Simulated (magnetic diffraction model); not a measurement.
**HoFeSn4: what an assumed order does to the neutron pattern**

Space group Cmmm (no. 65), a = 4.4120 Å, b = 29.0000 Å, c = 4.4590 Å.

| site | atom | x | y | z |
| --- | --- | --- | --- | --- |
| 4i | Ho | 0 | 0.6946 | 0 |
| 4i | Sn | 0 | 0.8896 | 0 |
| 4j | Sn | 1/2 | 0.8880 | 1/2 |
| 4j | Sn | 0 | 0.7876 | 1/2 |
| 2a | Sn | 0 | 0 | 0 |
| 2c | Sn | 1/2 | 0 | 1/2 |
| 4j | Fe | 0 | 0.9478 | 1/2 |

This is a made-up structure (elements placed in a structure type, unrelaxed), so the numbers test the method and describe no known phase.

Only Ho and Fe are taken to order (form factors of Ho3+ and Fe2+); orders and moment sizes are assumed, and not adapted to the symmetry. Radiation: neutrons of λ = 1.8 Å, 5° to 40°; isotropic B of 0.41 Å² (Ho), 0.52 Å² (Sn) and 0.59 Å² (Fe). The intensities are simulated: I ∝ L Σ (|F_N|² + |F_M⊥|²) for unpolarised neutrons, with F_M = 2.695 fm/μB × Σ f(s) S exp(2πi Q·r) exp(−B s²) at Q = H ± k (one set where k and −k are equivalent), only the part normal to Q counting and L = 1/(sin²θ cos θ). For collinear order S is the moment m, which repeats by lattice and centring translations R with the sign exp(−2πi k·R). Form factors are spin-only for 3d ions and dipole or tabulated for f ions, scattering lengths are Sears's of 1992, and absorption is left out. A label names one of the reflections at its angle. The strongest nuclear line in the range is 100, and lines under 0.2 are left out.

Assume the order k = (0 0 3/2), collinear moments along [100], 7.8 μB on Ho and 2.3 μB on Fe; signs + at (0, 0.6946, 0), − at (1/2, 0.8054, 0), + at (0, 0.9478, 1/2), − at (1/2, 0.5522, 1/2).

Predict the pattern, nuclear and magnetic parts apart.

```
2θ (°)       index  nuclear  magnetic
  7.12     (0 2 0)     34.4       0.0
 13.61   (0 2 1/2)      0.0     205.1
 14.26     (0 4 0)      2.0       0.0
 18.41   (0 4 1/2)      0.0     258.4
 23.29     (0 0 1)     11.0       0.0
 23.82     (1 1 0)     21.4       0.0
 24.38     (0 2 1)     21.9       0.0
 24.45   (0 6 1/2)      0.0     110.8
 25.91     (1 3 0)     20.9       0.0
 26.56   (1 1 1/2)      0.0      42.6
 27.41     (0 4 1)      5.7       0.0
 28.47   (1 3 1/2)      0.0      18.2
 28.75     (0 8 0)      0.4       0.0
 29.70     (1 5 0)      2.0       0.0
 31.09   (0 8 1/2)      0.0      11.1
 31.88     (0 6 1)     13.9       0.0
 31.98   (1 5 1/2)      0.0       6.4
 33.55     (1 1 1)      2.6       0.0
 34.67     (1 7 0)     10.3       0.0
 35.12     (1 3 1)     11.3       0.0
 36.01   (0 2 3/2)      0.0      24.8
 36.16    (0 10 0)     27.2       0.0
 36.68   (1 7 1/2)      0.0      38.9
 37.32     (0 8 1)      0.8       0.0
 38.08     (1 5 1)    100.0       0.0
 38.09  (0 10 1/2)      0.0       5.6
 38.20   (0 4 3/2)      0.0      50.9
```

The strongest magnetic line in the range is (0 4 1/2) at 18.41° (258.4). On top of the Lorentz factor, which all lines share, magnetic lines fade with angle because f falls: for Ho3+ it is 0.96, 0.85, 0.71 and 0.44 at sin θ/λ = 0.1, 0.2, 0.3 and 0.5 Å⁻¹, while nuclear lengths stay constant. The order has no net moment.

[Logs are printed without paths, hosts, clocks, repeated set-up lines and the standing remarks that a program may print on its own settings, such as how far it seeks lower states.]
